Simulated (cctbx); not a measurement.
# Resonant diffraction in SrMgPb2O6

Space group Pmc2_1 (no. 26), a = 8.2090 Å, b = 5.8110 Å, c = 5.8940 Å, α = 90.00°, β = 90.00°, γ = 90.00°.

```csv
atom,mult.,x,y,z,Ueq (Å²)
Pb1,4,0.7382,0.7479,0.0027,0.0080
Sr1,2,1/2,0.7540,0.5465,0.0095
Mg1,2,0,0.7510,0.4613,0.0132
O1,2,1/2,0.6503,0.9608,0.0187
O2,2,0,0.8168,0.0161,0.0154
O3,4,0.6994,0.9647,0.2785,0.0139
O4,4,0.2234,0.5364,0.7135,0.0160
```

The model is made up (kin elements in a known structure type, no relaxation), so it says nothing on whether the phase exists.

Calculated with cctbx: free-atom f′ and f″ from the Sasaki tables, no fine structure; amplitudes in electrons.

How do |F(hkl)| and |F(−h−k−l)| change across the Pb L3 edge?

```text
E (eV)    f'(Pb)   f''           |F|0 1 2        |F|3 0 0        |F|0 0 2        |F|2 1 1
  12435   -9.11   4.25       13.5/  13.2     21.6/  21.6    292.0/ 290.9    296.6/ 295.9
  12785  -10.79   4.06       13.5/  13.1     20.3/  20.3    285.3/ 284.2    289.9/ 289.2
  12915  -12.18   4.00       13.4/  13.1     19.1/  19.1    279.8/ 278.7    284.4/ 283.7
  12975  -13.51   3.97       13.4/  13.1     18.0/  18.0    274.6/ 273.4    279.2/ 278.5
  13005  -14.82   3.95       13.4/  13.1     16.9/  16.9    269.5/ 268.3    274.1/ 273.4
  13020  -16.11   3.95       13.4/  13.0     15.8/  15.8    264.5/ 263.2    269.1/ 268.4
  13027  -17.24   3.94       13.3/  13.0     14.8/  14.8    260.1/ 258.8    264.8/ 264.0
  13031  -18.40   3.94       13.3/  13.0     13.8/  13.8    255.6/ 254.3    260.3/ 259.5
  13039  -19.46  10.13       13.6/  12.7     14.8/  14.8    256.3/ 250.9    260.0/ 257.0
  13043  -17.74  10.12       13.6/  12.7     16.1/  16.1    262.8/ 257.6    266.5/ 263.6
  13050  -16.37  10.11       13.7/  12.7     17.1/  17.1    268.0/ 262.9    271.7/ 268.9
  13065  -14.92  10.09       13.7/  12.8     18.3/  18.3    273.5/ 268.6    277.2/ 274.5
  13095  -13.50  10.05       13.7/  12.8     19.4/  19.4    278.9/ 274.1    282.6/ 279.9
  13185  -11.65   9.94       13.7/  12.8     20.9/  20.9    285.8/ 281.2    289.5/ 287.0
  13435   -9.74   9.63       13.8/  12.9     22.5/  22.5    292.7/ 288.4    296.5/ 294.1
```

The edge is at 13035 eV. f′ of Pb falls from -12.2 e at 12915 eV to -18.4 e at 4 eV below it, and f″ steps from 3.94 to 10.12 e across it. Over that approach |F| changes by -1 % (0 1 2), -28 % (3 0 0), -9 % (0 0 2) and -8 % (2 1 1): a reflection falls where Pb scatters in phase with the total and rises where it scatters against it; it hardly moves where the Pb term is small or cancels by symmetry or lies in quadrature to the total. The f″ term interferes with the normal scattering with opposite sign for the two Friedel mates. The largest Friedel difference in the scan is 7.6 % of the mean (0 1 2, at 13050 eV).

[Logs are printed without paths, hosts, clocks, repeated set-up lines and the standing remarks that a program may print on its own settings, such as how far it seeks lower states.]
